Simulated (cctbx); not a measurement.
# Diagnosing a refinement

Cell a = 3.2950 Å, b = 3.2950 Å, c = 16.7600 Å, α = 90.00°, β = 90.00°, γ = 120.00°; space group P6_3/mmc (no. 194).

The data are simulated with cctbx, not measured: Mo Kα, λ = 0.71073 Å, to d = 0.77 Å, 50 % of the full sphere, strongest reflection 40000 counts, noise from counting, a 6 % proportional error and a noise floor of 4 counts (s.d.); no absorption, and some extinction, which the refinements don't model.

An anisotropic refinement with weights 1/σ² prints:

```text
Rint 0.046, 97 unique reflections to 0.77 A
cycle     R1     wR2    GooF  max shift (A)
   1  0.0583  0.1797   5.801   0.00313
   2  0.0586  0.1652   5.331   0.00000
final R1 0.0586 wR2 0.1652 GooF 5.331  parameters 9  data/parameter 10.8
atom        x        y        z      Ueq    occ   su(xyz)  su(Uiso or U11)
Sm1    0.00000  0.00000  0.50000   0.0108  1.000  0.00000  0.0011
Rh1    0.66667  0.33333  0.25000   0.0116  1.000  0.00000  0.0013
Rh2    0.66667  0.33333  0.86993   0.0118  1.000  0.00013  0.0011
C1     0.66667  0.33333  0.75000   0.0358  1.000  0.00000  0.0237  NPD
difference map: max 12.36 min -1.61 rms 0.85
Q1    0.3333  0.6667  0.5892    4   12.36  2.02 A from Rh2
Q2    0.0000  0.0000  0.0196    4    4.54  0.33 A from Sm1
Q3    0.3333  0.6667  0.1459    4    4.12  0.26 A from Rh2
Q4    0.3333  0.6667  0.7500    2    2.50  0.00 A from Rh1
Q5    0.3333  0.6667  0.2500    2    2.21  0.00 A from C1
Q6    0.0000  0.0000  0.0900    4    1.30  1.51 A from Sm1
```

Q: Accept it or mend it, and why?

Mend it. The fault: an atom left out, C at (2/3, 1/3, 0.4102). Against the right model at the same level, R1 goes from 0.0114 to 0.0586 and GooF from 0.82 to 5.33, the top difference peak, 12.4 e/Å³, lies 2.02 Å from Rh2 and C1 goes non-positive-definite. Q1 is the missing atom. With scattering power missing, scale and phases suffer, so peaks may also grow on the heavy atoms.

The compound is SmRh3C3. The right model at the same level gives:

```text
Rint 0.046, 97 unique reflections to 0.77 A
cycle     R1     wR2    GooF  max shift (A)
   1  0.0204  0.0638   2.095   0.00146
   2  0.0114  0.0250   0.822   0.00001
final R1 0.0114 wR2 0.0250 GooF 0.822  parameters 12  data/parameter 8.1
atom        x        y        z      Ueq    occ   su(xyz)  su(Uiso or U11)
Sm1    0.00000  0.00000  0.50000   0.0128  1.000  0.00000  0.0002
Rh1    0.66667  0.33333  0.25000   0.0137  1.000  0.00000  0.0002
Rh2    0.66667  0.33333  0.86970   0.0137  1.000  0.00002  0.0002
C1     0.66667  0.33333  0.41037   0.0186  1.000  0.00039  0.0015
C2     0.66667  0.33333  0.75000   0.0218  1.000  0.00000  0.0021
difference map: max 0.57 min -0.92 rms 0.18
Q1    0.0000  0.0000  0.0967    4    0.58  1.62 A from Sm1
Q2    0.9721  0.4860  0.0846   12    0.56  0.88 A from C1
Q3    0.9746  0.3409  0.0193   24    0.34  1.21 A from Sm1
Q4    0.0063  0.2582  0.2158   24    0.33  1.36 A from C2
Q5    0.1083  0.2166  0.0640   12    0.30  1.24 A from Sm1
Q6    0.1322  0.5661  0.1938   12    0.27  1.10 A from C2
```

The model is made up (kin elements in a known structure type, no relaxation), so it says nothing on whether the phase exists.

[Middle refinement cycles are left out of these outputs.]

[Logs are printed without paths, hosts, clocks, repeated set-up lines and the standing remarks that a program may print on its own settings, such as how far it seeks lower states.]
